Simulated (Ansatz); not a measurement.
# A failed many-body run on YPO4 (I4_1/amd)

What is wrong with this input for YPO4 (I4_1/amd)?

Main program and level: Ansatz 0.2.0; G0W0 on r2SCAN, plane waves, PAW.

## 1. The system as given

It takes space group I4_1/amd (No. 141, tetragonal). The conventional cell has a = 6.895 Å, b = 6.895 Å, c = 6.028 Å, α = 90.00°, β = 90.00°, γ = 90.00°. Y has 8 O at 2.31 to 2.38 Å nearest. Nearest to P lie 4 O at 1.54 Å. O has 1 P at 1.54 Å and 2 Y at 2.31 to 2.38 Å nearest. Farther neighbours, and contacts between anions beyond the nearest, are not listed.

The cell and positions come from the Crystallography Open Database and are kept as given unless a step says otherwise. The default PAW set here is soft_2. Its files were made with PBE.

## 2. First try

input.yaml reads:

```yaml
crystal:
  lattice:
    - [-3.44735, 3.44735, 3.0138]
    - [3.44735, -3.44735, 3.0138]
    - [3.44735, 3.44735, -3.0138]
  atoms:
    - { symbol: "Y", position: [0.75, 0.25, 0.5] }
    - { symbol: "Y", position: [0.0, 0.0, 0.0] }
    - { symbol: P, position: [0.5, 0.5, 0.0] }
    - { symbol: P, position: [0.25, 0.75, 0.5] }
    - { symbol: O, position: [0.1661, 0.3408, 0.8253] }
    - { symbol: O, position: [0.0908, 0.7655, 0.6747] }
    - { symbol: O, position: [0.5155, 0.3408, 0.1747] }
    - { symbol: O, position: [0.0908, 0.4161, 0.3253] }
    - { symbol: O, position: [0.5839, 0.9092, 0.6747] }
    - { symbol: O, position: [0.6592, 0.8339, 0.1747] }
    - { symbol: O, position: [0.2345, 0.9092, 0.3253] }
    - { symbol: O, position: [0.6592, 0.4845, 0.8253] }
kpoints:
  mp_grid: { grid: [2, 2, 2] }
hamiltonian:
  xc: r2scan
scf:
  occupations: { method: fixed }
gw:
  n_empty_bands: 232
  ecut_chi: 10
  qp_bands: [v4, c4]
  qp_kpoints: band_edges
  screening: { model: contour_deformation }
```

On the command line:

```sh
$ ansatz run input.yaml --threads 24 --pin off --max-ram 82944MiB --backend cuda --events-out ev --progress --plain --runs-dir out --devices 1 --max-vram 78GiB
```

Standard output:

```text
GPUs: using 1 of 1 available (devices: 1).
Engine: ansatz 0.2.0, aarch64-unknown-linux-gnu
Pseudopotentials: kind: paw
Pseudopotential: Y, paw, valence charge 11, recommended cutoff 500 eV (meta_gga), Y.paw.azcp
Pseudopotential: P, paw, valence charge 5, recommended cutoff 500 eV (meta_gga), P.paw.azcp
Pseudopotential: O, paw, valence charge 6, recommended cutoff 500 eV (meta_gga), O.paw.azcp
Functional definition: r2SCAN
  parameter k0 = 0.174
  parameter k1 = 0.065
  parameter a1 = 4.9479
  exchange = r2scan_x(k0 = k0, k1 = k1, a1 = a1)
  correlation = r2scan_c
[...]
Crystal: 12 atoms, lattice volume = 143.267 Å³
Basis set: ecut = 500 eV, 3683 PW (Γ), exchange–correlation on 180×180×180 points (64 copies of the dense FFT grid, shifted against one another)
Bands: 52, of which v1, the nominal top of the filled ones, is band 40 counted from 1 (39 counted from 0)
Symmetry: 16 space group operations
Space group: I41/amd (ITA 141), of the structure as read, at distance tolerance 5.2e-5 Å
k-points: 4 of 8
Non-local potential: Y, projectors of the file, l = 0: 3, l = 1: 2, l = 2: 2, l = 3: 1
Non-local potential: P, projectors of the file, l = 0: 2, l = 1: 2, l = 2: 2
Non-local potential: O, projectors of the file, l = 0: 2, l = 1: 2, l = 2: 1
PAW form: soft (Blöchl's): semilocal exchange-correlation on the pseudo side does not see the compensation charge
PAW frozen core: Y, regenerated for the run's functional (the file was generated under x = pbe(κ = 0.804, μ = 0.219515), c = pbe(β = 0.066725))
PAW frozen core: P, regenerated for the run's functional (the file was generated under x = pbe(κ = 0.804, μ = 0.219515), c = pbe(β = 0.066725))
PAW frozen core: O, regenerated for the run's functional (the file was generated under x = pbe(κ = 0.804, μ = 0.219515), c = pbe(β = 0.066725))
PAW one-centre angular grid: Y, 590 points (default); XC on 160 Gauss nodes
PAW one-centre angular grid: P, 302 points (default); XC on 160 Gauss nodes
PAW one-centre angular grid: O, 302 points (default); XC on 160 Gauss nodes
Initial density: superposition of atomic densities (neutral atoms: chi_scale 0, normalization atom), corrected by the library's trained network
Initial wavefunctions: pseudopotential atomic-orbital guess
[...]
Functional: x = r2scan, c = r2scan; τ floored in thin density (d = 2e-4 eV/Å³)
SCF iter   1: F=—  HF=-13805.011285 eV  |F-HF|=—  |Δ(HF+E_count)|=         —  Δρ=9.43e-3  dr2=1.34e-1  dr2_τ=1.06e0  ethr=1.77e-3  ⟨swp⟩=5.0  Hψ=836  notcnv=0  defer=37
preconditioner: auto → Resta (q_TF=auto, 2.476 Å⁻¹)  ε∞=3.3  [insulator: Δε(μ)=6.929 eV  Ē_g=17.912 eV  n_scr=42 (ndim 8)  ℏωp=27.0 eV  f_vac=0.037  ε∞_Penn≈3.3]
SCF iter   2: F=—  HF=-13805.284837 eV  |F-HF|=—  |Δ(HF+E_count)|=   2.74e-1  Δρ=5.32e-3  dr2=2.67e-2  dr2_τ=3.20e-3  ethr=1.67e-4  ⟨swp⟩=3.0  Hψ=403  notcnv=0  defer=40
SCF iter   3: F=—  HF=-13805.280149 eV  |F-HF|=—  |Δ(HF+E_count)|=   4.69e-3  Δρ=1.33e-3  dr2=1.88e-3  dr2_τ=3.23e-4  ethr=3.34e-5  ⟨swp⟩=3.5  Hψ=343  notcnv=0  defer=40
SCF iter   4: F=—  HF=-13805.280085 eV  |F-HF|=—  |Δ(HF+E_count)|=   6.40e-5  Δρ=2.48e-4  dr2=5.90e-5  dr2_τ=1.19e-5  ethr=2.36e-6  ⟨swp⟩=2.8  Hψ=323  notcnv=0  defer=40
SCF iter   5: F=—  HF=-13805.280111 eV  |F-HF|=—  |Δ(HF+E_count)|=   2.67e-5  Δρ=4.89e-5  dr2=3.65e-6  dr2_τ=3.48e-7  ethr=7.38e-8  ⟨swp⟩=2.0  Hψ=327  notcnv=0  defer=40
SCF iter   6: F=—  HF=-13805.280112 eV  |F-HF|=—  |Δ(HF+E_count)|=   6.42e-7  Δρ=1.56e-5  dr2=3.72e-7  dr2_τ=2.19e-8  ethr=4.56e-9  ⟨swp⟩=2.0  Hψ=317  notcnv=0  defer=40
SCF iter   7: F=-13805.280112 eV  HF=-13805.280112 eV  |F-HF|=7.48e-10  |Δ(HF+E_count)|=   1.17e-8  Δρ=2.03e-6  dr2=6.28e-9  dr2_τ=1.11e-9  ethr=1.25e-10  ⟨swp⟩=14.8  Hψ=999  notcnv=0
SCF 1 converged in 7 iterations: F = -13805.280112 eV  dr2 = 6.28e-9
[...]
NSCF: frozen V_eff on 4 k-points
[...]
NSCF: frozen V_eff on 4 k-points
G₀W₀ screening: q 1/4
[... further progress lines ...]
[...]
NSCF: frozen V_eff on 1 k-points
[...]
NSCF: frozen V_eff on 1 k-points
SCF converged after 7 iterations
Free energy (F): -13805.280112 eV
Harris-Foulkes:  -13805.280112 eV  (|F-HF|=7.48e-10)
Internal energy: -13805.280112 eV  (E = F + TS)
E sigma→0 (E₀):  -13805.280112 eV
Fermi energy:    6.353916 eV
--- Per-component energies (eV) ---
  E_band       = -358.112972
  E_kinetic    = 2201.519845
  E_local      = -4259.604595  (includes V_loc(G=0)·N_el)
  E_nonlocal   = 536.928446
  E_hartree    = 1465.894477
  E_xc         = -1052.704945
  E_vxc        = -1440.322744  (∫ρ·V_xc dr)
  E_paw        = -8118.674975  (= ΣΔE_a)
  E_vpaw       = -415.806961  (= ΣTr[D̂ρ^β])
  E_aug_tail   = 0.008191  (compensation charges beyond the density's cutoff)
  E_vtau       = 87.376270  (kinetic-family band-sum trace: ∫τ·v_τ [+ j·A + Jᵃ·Aᵃ] dr)
  E_ewald      = -4577.901437
  E_core_change = -0.745119  (= ΣΔE_core)
  E_smearing   = -0.000000  (= −TS)
  E_closure    = 0.000000  (closes the sum)
  Σ components = -13805.280112   (vs F -13805.280112, Δ=0.00e0)
--- Band table (eV) ---
  k-point 0: bands = [... 36 lower, 5.8371, 5.8556, 5.8556, 6.3539, 13.1727, 13.2598, 13.9961, 14.4016, ... 8 higher]
  k-point 1: bands = [... 36 lower, 5.6093, 5.6093, 5.8897, 5.8897, 13.0505, 13.0505, 14.1403, 14.1403, ... 8 higher]
  k-point 2: bands = [... 36 lower, 5.5303, 5.5749, 6.1520, 6.2148, 13.3232, 13.5021, 14.0614, 14.1939, ... 8 higher]
  k-point 3: bands = [... 36 lower, 5.3393, 5.3393, 5.6721, 5.6721, 13.7466, 13.7466, 14.3708, 14.3708, ... 8 higher]
--- G₀W₀: contour deformation, 5 samples at zero and on the imaginary axis and 1 off it, 8 q-points, 232 empty bands' worth ---
  eigenvalues of the whole cell's RPA ε∞ on this k-mesh (on a slab, of 1 + 4πα/V) = 3.0689, 3.0689, 3.3848; static W/v taken at q = 0 is 0.315149
  gw.qp_kpoints: band_edges: 4 of 4 stored k-points solved, in 1 pass; an edge of the gap read off the rows below is read off those points alone
    ik  band        ε_KS         Σx   Σc(E_QP)       V_xc       Z   E_QP_lin       E_QP  E_QP is
     0    37      5.8371   -26.3071     3.5584   -20.8813  0.8693     3.9443     3.9697  root
     0    38      5.8556   -26.2633     3.4471   -21.0606  0.8705     4.0785     4.1001  root
     0    39      5.8556   -26.2633     3.4471   -21.0606  0.8705     4.0785     4.1001  root
     0    40      6.3539   -26.7324     3.4990   -21.4321  0.8715     4.5301     4.5526  root
     0    41     13.1727    -9.1314    -3.7214   -14.9043  0.8729    15.2540    15.2242  root
     0    42     13.2598    -9.1861    -3.4478   -14.2773  0.8810    14.9190    14.9032  root
     0    43     13.9961    -9.0205    -3.9657   -15.4665  0.8681    16.5272    16.4764  root
     0    44     14.4016    -9.4444    -3.6067   -15.2726  0.8752    16.6576    16.6231  root
     1    37      5.6093   -26.2627     3.5093   -20.9390  0.8696     3.7712     3.7949  root
     1    38      5.6093   -26.2627     3.5093   -20.9390  0.8696     3.7712     3.7949  root
     1    39      5.8897   -26.1499     3.5395   -20.7687  0.8694     4.0235     4.0480  root
     1    40      5.8897   -26.1499     3.5395   -20.7687  0.8694     4.0235     4.0480  root
     1    41     13.0505    -8.3558    -3.6646   -14.1327  0.8755    15.1933    15.1628  root
     1    42     13.0505    -8.3558    -3.6646   -14.1327  0.8755    15.1933    15.1628  root
[...]
3    40      5.6721   -26.5112     3.5015   -21.1895  0.8704     3.8283     3.8519  root
     3    41     13.7466    -9.7129    -3.7915   -15.7329  0.8701    16.0131    15.9750  root
     3    42     13.7466    -9.7129    -3.7915   -15.7329  0.8701    16.0131    15.9750  root
     3    43     14.3708   -10.7876    -3.6369   -16.8924  0.8771    16.8806    16.8388  root
     3    44     14.3708   -10.7876    -3.6369   -16.8924  0.8771    16.8806    16.8388  root
```

Run time: 1.8 s. Hardware: 1 × NVIDIA GB200 (shared by 2 runs) with 24 threads of Arm Neoverse V2, shared host; peak memory 1.6 GiB.

Reading the cycles: dr2 is the Hartree energy of the density residual (eV), the measure of convergence; HF is the Harris–Foulkes estimate of the energy, which meets the free energy F at convergence.

**Diagnosis.**

The run ended normally, though the input holds a fault or crude settings.

The fault: screening cutoff of 10 eV. Nearly all local fields and short-range correlation are left out.

It printed a gap of 10.35 eV, which is an artefact of the settings.

## 3. A better input

Now the one-shot GW correction: screening in the RPA, then the self-energy of the levels asked for.

input.yaml, as its differences from that of step 2:

```diff
@@ -19,3 +19,3 @@
 kpoints:
-  mp_grid: { grid: [2, 2, 2] }
+  mp_grid: { grid: [4, 4, 4] }
 hamiltonian:
@@ -25,4 +25,4 @@
 gw:
-  n_empty_bands: 232
-  ecut_chi: 10
+  n_empty_bands: 305
+  ecut_chi: 96
   qp_bands: [v4, c4]
```

Standard output:

```text
GPUs: using 1 of 1 available (devices: 1).
[...]
Crystal: 12 atoms, lattice volume = 143.267 Å³
Basis set: ecut = 500 eV, 3683 PW (Γ), exchange–correlation on 180×180×180 points (64 copies of the dense FFT grid, shifted against one another)
Bands: 52, of which v1, the nominal top of the filled ones, is band 40 counted from 1 (39 counted from 0)
Symmetry: 16 space group operations
[...]
k-points: 13 of 64
[...]
SCF iter   1: F=—  HF=-13805.026890 eV  |F-HF|=—  |Δ(HF+E_count)|=         —  Δρ=9.31e-3  dr2=1.30e-1  dr2_τ=1.05e0  ethr=1.77e-3  ⟨swp⟩=5.1  Hψ=2777  notcnv=0  defer=109
[...]
SCF iter   7: F=-13805.296116 eV  HF=-13805.296116 eV  |F-HF|=4.73e-11  |Δ(HF+E_count)|=   1.74e-8  Δρ=2.20e-6  dr2=7.23e-9  dr2_τ=1.13e-9  ethr=1.25e-10  ⟨swp⟩=15.9  Hψ=3374  notcnv=0
SCF 1 converged in 7 iterations: F = -13805.296116 eV  dr2 = 7.23e-9
[...]
NSCF: frozen V_eff on 13 k-points
[...]
SCF converged after 7 iterations
[...]
4    44     14.3114   -10.1505    -4.4188   -16.0949  0.8429    15.8545    15.8370  root
     5    37      5.5277   -25.5595     4.3988   -20.2417  0.8015     4.6010     4.6086  root
     5    38      5.5723   -26.0252     4.3540   -20.8133  0.8036     4.7081     4.7143  root
     5    39      6.1490   -26.4263     4.4571   -21.1415  0.8023     5.3154     5.3213  root
     5    40      6.2120   -26.8361     4.3871   -21.6831  0.8053     5.4414     5.4461  root
     5    41     13.3236    -9.4208    -4.2677   -15.1350  0.8429    14.7858    14.7701  root
     5    42     13.5031    -8.7211    -4.5741   -14.7485  0.8436    14.9733    14.9563  root
     5    43     14.0617    -9.9112    -4.3181   -15.6998  0.8455    15.5476    15.5322  root
[...]
11    41     13.3703    -8.9995    -4.3891   -14.8140  0.8444    14.8113    14.7958  root
    11    42     13.3703    -8.9995    -4.3891   -14.8140  0.8444    14.8113    14.7958  root
    11    43     14.1142    -9.8595    -4.3718   -15.7116  0.8452    15.6105    15.5945  root
    11    44     14.1142    -9.8595    -4.3718   -15.7116  0.8452    15.6105    15.5945  root
```

The job ended after 7.6 s (1 × NVIDIA GB200 (shared by 2 runs) with 24 threads; peak memory 2 GiB; 25 s of CPU time).

Read from the output:

| Quantity | Value |
| --- | --- |
| bands summed | 345 |
| RPA ε∞ on this mesh (eigenvalues) | 2.820, 2.820, 3.158 |
| plane waves in the screening matrix | 313 |
| q-points in the mesh | 64 |
| G0W0 gap on the mesh | 8.773 eV |
| k of the valence top | 0, 0, 0 |
| k of the conduction bottom | 0, 0, 0.25 |
| starting gap on the mesh | 6.630 eV |
| Z at the valence top | 0.8027 |
| Z at the conduction bottom | 0.8481 |
| least direct G0W0 gap on the computed points | 8.792 eV |

The gap on the mesh goes from 6.63 eV to 8.77 eV, a correction of +2.14 eV. Between the two edge states, bare exchange in place of the xc potential would open the gap by 10.88 eV, and correlation takes back 8.74 eV.

## 4. Results

```yaml
first_try: converged after 1.8 s
better_run: G0W0 gap on the mesh 8.77 eV (4×4×4 mesh, 305 empty bands, screening to 96 eV)
```

In words: The second run differs in: mesh, empty bands and screening cutoff (eV). Bands and cutoff are finite, so the gap stands short of the basis limit, usually by up to a few tenths of an eV; the mesh is an error of its own. The many-body steps are scalar-relativistic: spin-orbit coupling is not in them.

[Long decimals in the printed logs are rounded to 6 places.]

[Logs are printed without paths, hosts, clocks, repeated set-up lines and the standing remarks that a program may print on its own settings, such as how far it seeks lower states.]

[Paths, hosts, dates, memory and timing lines, banners, echoed tables and standing remarks are left out of the program output; an Ansatz launch command may be rebuilt from the run's recorded settings. Measured values are a selection of at most five: reports struck by readers or far from the other reports are left out. None is set beside runs whose start may be inverted or whose files or cutoffs have a known fault.]

[Runs of the session that timed out or met a known fault of the program may be left out.]

[Cells called generated may have been cut or substituted from an entry of the Crystallography Open Database or the Materials Project.]

[Hosts, paths, dates, database ids (printed as entryN), source tags and the programs' standing remarks are cut or masked in the printed files.]

[Where the starting crystal was built by hand or by swapping elements, it need not be the compound's stable phase.]
